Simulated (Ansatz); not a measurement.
# One crystal, many levels of theory: La2O3 (P-3m1), part 2 of 2

Wanted: a ladder of band gaps for La2O3 (P-3m1), from density functionals to G0W0.

Ansatz 0.2.0; density functionals, hybrids and G0W0, plane waves, PAW. Known limits of the many-body steps: finite bands, screening cutoff and k mesh; no spin-orbit coupling in G0W0.

So far. Step 9 (G0W0@PBE, 6×6×2 mesh, 525 empty bands, screening to 200 …): Over all 14 irreducible mesh points the G0W0 gap is 5.477 eV, from k = (0.000, -0.500, -0.500) to k = (0.333, 0.333, 0.000). The PBE gap of this run on the mesh is 3.843 eV. Other states bound it: the two that bound the G0W0 gap lie 3.858 eV apart in PBE, so state for state the correction is 5.477 − 3.858 = +1.619 eV, while gap against gap it is 5.477 − 3.843 = +1.634 eV.

In doubt: masses and optical values from hybrid runs of this build are listed as unsure (steps 10, 11), which bears on the screening that GW takes from such a start.

### 11. G0W0@PBE0, 6×6×2 mesh, 525 empty bands, screening to 200 eV

This step: G0W0 on PBE0, plane waves, PAW.

Input file input.yaml:

```yaml
crystal:
  lattice:
    - [3.930777878, 0.0, 0.0]
    - [-1.965388939, 3.404153499, 0.0]
    - [0.0, 0.0, 6.11195352]
  atoms:
    - { symbol: La, position: [0.66666667, 0.33333333, 0.75376432] }
    - { symbol: La, position: [0.33333333, 0.66666667, 0.24623568] }
    - { symbol: O, position: [0.66666667, 0.33333333, 0.35410935] }
    - { symbol: O, position: [0.33333333, 0.66666667, 0.64589065] }
    - { symbol: O, position: [0.0, 0.0, 0.0] }
kpoints:
  mp_grid: { grid: [6, 6, 2] }
hamiltonian:
  xc: pbe0
scf:
  occupations: { method: fixed }
gw:
  n_empty_bands: 525
  ecut_chi: 200.0
  qp_bands: [v2, c2]
  qp_kpoints: band_edges
  screening: { model: contour_deformation }
```

The run is started by

```sh
$ ansatz run input.yaml --threads 3 --pin off --max-ram 64512MiB --backend cuda --events-out ev --progress --plain --runs-dir out --devices 1 --max-vram 24GiB  # rebuilt from the run's record
```

Run time: 61 s. Hardware: 1 × NVIDIA H100 80GB HBM3 (shared by 3 runs) with 3 threads of AMD EPYC 7R13 (Zen 3), shared host; peak memory 2.3 GiB.

This step gave:

| Quantity | Value |
| --- | --- |
| bands summed | 545 |
| RPA ε∞ on this mesh (eigenvalues) | 3.451, 3.518, 3.518 |
| plane waves in the screening matrix | 537 |
| G0W0 gap over the corrected points | 5.987 eV |
| k of the valence top | 0, -0.5, -0.5 |
| k of the conduction bottom | 0.3333, 0.3333, 0 |
| starting gap on the mesh | 6.029 eV |
| Z at the valence top | 0.7885 |
| Z at the conduction bottom | 0.8526 |
| least direct G0W0 gap over the corrected points | 6.115 eV |

Over all 14 irreducible mesh points the G0W0 gap is 5.987 eV, from k = (0.000, -0.500, -0.500) to k = (0.333, 0.333, 0.000). The PBE0 gap of this run on the mesh is 6.029 eV. The two states that bound the G0W0 gap lie that far apart at the start, so the correction of the gap is 5.987 − 6.029 = −0.042 eV. G0W0@PBE0 against G0W0@HSE06 with 545 bands: 5.987 − 5.767 = +0.220 eV, with the same mesh, files and cutoffs, and both edges at the same k points.

### 12. The ladder

Each gap is the least one over the points named; times are wall times on shared hosts, not benchmarks. A G0W0 time includes the run's own self-consistent start. Runs with listed points see these and the mesh alone, so an edge that moves elsewhere is missed. Rows marked * are further runs, not shown as steps, whose inputs differ from the G0W0 step on the same start in the columns given; solver thresholds can differ too. Symmetry makes (0.500, 0.000, 0.500) and (0.000, -0.500, -0.500) one point.

```csv
level,mesh,"files, cutoff","bands summed, screening",points,gap (eV),valence top,conduction bottom,least direct gap (eV),time
LDA,12×12×4,"soft_2 PAW, 420 eV",-,mesh and listed points,3.731,"(0.250, 0.250, -0.500)","(0.333, 0.333, 0.000)",3.824,3.5 s
PBE,12×12×4,"soft_2 PAW, 420 eV",-,mesh and path,3.841,"(0.500, 0.000, 0.500)","(0.500, 0.000, 0.000)",3.966,11 s
PBE+SOC,12×12×4,"soft_2 PAW, 420 eV",-,mesh and listed points,3.828,"(0.500, 0.000, 0.500)","(0.500, 0.000, 0.000)",3.955,6.6 s
r2SCAN,12×12×4,"soft_2 PAW, 500 eV",-,mesh and listed points,4.223,"(0.500, 0.000, 0.500)","(0.333, 0.333, 0.000)",4.344,4 s
HSE06,6×6×2,"soft_2 PAW, 420 eV",-,mesh and listed points,5.286,"(0.500, 0.000, 0.500)","(0.333, 0.333, 0.000)",5.414,51 s
PBE0,6×6×2,"soft_2 PAW, 420 eV",-,mesh and listed points,6.029,"(0.500, 0.000, 0.500)","(0.333, 0.333, 0.000)",6.156,28 s
DDH-PBE0,6×6×2,"soft_2 PAW, 420 eV",-,mesh and listed points,5.666,"(0.500, 0.000, 0.500)","(0.333, 0.333, 0.000)",5.791,54 s
G0W0@PBE*,6×6×2,"soft_2 PAW, 420 eV","205, 100 eV",all 14 irreducible mesh points,5.346,"(0.000, -0.500, -0.500)","(0.333, 0.333, 0.000)",5.447,9.7 s
G0W0@PBE,6×6×2,"soft_2 PAW, 420 eV","545, 200 eV",all 14 irreducible mesh points,5.477,"(0.000, -0.500, -0.500)","(0.333, 0.333, 0.000)",5.599,30 s
G0W0@HSE06,6×6×2,"soft_2 PAW, 420 eV","545, 200 eV",all 14 irreducible mesh points,5.767,"(0.000, -0.500, -0.500)","(0.333, 0.333, 0.000)",5.900,52 s
G0W0@PBE0,6×6×2,"soft_2 PAW, 420 eV","545, 200 eV",all 14 irreducible mesh points,5.987,"(0.000, -0.500, -0.500)","(0.333, 0.333, 0.000)",6.115,61 s
```

### 13. Results

* LDA, over mesh and listed points: 3.731 eV
* PBE, over mesh and path: 3.841 eV
* PBE+SOC, over mesh and listed points: 3.828 eV
* r2SCAN, over mesh and listed points: 4.223 eV
* HSE06, over mesh and listed points: 5.286 eV
* PBE0, over mesh and listed points: 6.029 eV
* DDH-PBE0, over mesh and listed points: 5.666 eV
* G0W0@PBE (545 bands, 6×6×2), over all 14 irreducible mesh points: 5.477 eV
* G0W0@HSE06, over all 14 irreducible mesh points: 5.767 eV
* G0W0@PBE0, over all 14 irreducible mesh points: 5.987 eV
* known limits: finite bands, screening cutoff and k mesh; no spin-orbit coupling in G0W0

What this shows: The rows run from 3.731 eV (LDA) to 6.029 eV (PBE0). They differ in mesh, plane-wave cutoff, bands and screening cutoff of G0W0 and the points over which the gap was sought as well as in level, so only pairs that share these are like for like. PBE+SOC against PBE: 3.828 − 3.841 = −0.013 eV, with the same mesh, set of files (read in its fully relativistic form for the spin-orbit run) and cutoff, and both edges at the same k points. The spin-orbit run sees mesh and listed points alone, so its gap is an upper bound: the coupling can move an edge off these points, and the change over the zone, its sign included where it is small, is not known. PBE0 against HSE06: 6.029 − 5.286 = +0.743 eV, with the same mesh, files and cutoff, and both edges at the same k points. DDH-PBE0 against PBE0: 5.666 − 6.029 = −0.363 eV, with the same mesh, files and cutoff, and both edges at the same k points. G0W0@HSE06 against G0W0@PBE with 545 bands: 5.767 − 5.477 = +0.290 eV, with the same mesh, files and cutoffs, and both edges at the same k points. G0W0@PBE0 against G0W0@HSE06 with 545 bands: 5.987 − 5.767 = +0.220 eV, with the same mesh, files and cutoffs, and both edges at the same k points. The dielectric-dependent hybrid took 0.209 of exact exchange, against 0.25 in PBE0. G0W0@PBE (545 bands, 6×6×2) moves the gap of its own start on the mesh by 5.477 − 3.843 = +1.634 eV, with other states at the edges (they lie 3.858 eV apart at the start). Both edges that PBE shows over mesh and path lie at k points where levels were corrected. G0W0 has the conduction bottom at another k point than that. Levels at other points were not corrected, so a lower G0W0 gap elsewhere in the zone is not ruled out. G0W0@HSE06 moves the gap of its own start on the mesh by 5.767 − 5.287 = +0.480 eV, between the same two levels. Both edges that HSE06 shows over mesh and listed points lie at k points where levels were corrected. Levels at other points were not corrected, so a lower G0W0 gap elsewhere in the zone is not ruled out. G0W0@PBE0 moves the gap of its own start on the mesh by 5.987 − 6.029 = −0.042 eV, between the same two levels. Both edges that PBE0 shows over mesh and listed points lie at k points where levels were corrected. Levels at other points were not corrected, so a lower G0W0 gap elsewhere in the zone is not ruled out. What spin-orbit coupling does to the G0W0 levels was not computed, so no sum with the G0W0 gap is formed. For G0W0@PBE: from 205 bands and 100 eV to 545 bands and 200 eV the gap moves by 5.477 − 5.346 = +0.131 eV; bands and screening cutoff rise together, so their parts are not told apart. Two runs can't test a law of convergence, so the limit is not known. The other G0W0 rows are shown at one basis each (545 bands), so their distance from the limit is not known here. For G0W0@PBE (545 bands, 6×6×2): the program marks 18 of the 56 corrected levels as in doubt (energies apart), neither edge state among them. The G0W0 runs are scalar-relativistic. The cell holds La; where the f levels lie against the gap was not analysed here. No pair of G0W0 runs that differ in the mesh alone is shown (6×6×2 is a supercell whose nearest images lie 12 Å apart), so the error from the mesh is not known here. G0W0 is shown with one set of atomic data (soft_2 PAW), so the error from the files is not known here.

[Paths, hosts, dates, memory and timing lines, banners, echoed tables and standing remarks are left out of the program output.]

[Logs are printed without paths, hosts, clocks, repeated set-up lines and the standing remarks that a program may print on its own settings, such as how far it seeks lower states.]

[Runs of the session that timed out or met a known fault of the program may be left out.]

[Cells called generated may have been cut or substituted from an entry of the Crystallography Open Database or the Materials Project.]

[Hosts, paths, dates, database ids (printed as entryN), source tags and the programs' standing remarks are cut or masked in the printed files.]

[Where an RPA ε∞ is given, it is that of the G0W0 mesh and is not shown converged in it. Names of k-points follow the symmetry that the program found, which can be lower than the space group named. Band edges on a path are those of the sampled points; other points can move an edge, and change direct to indirect where valleys lie close.]

[Hybrid gaps are those of their k-mesh and are not shown converged in it.]
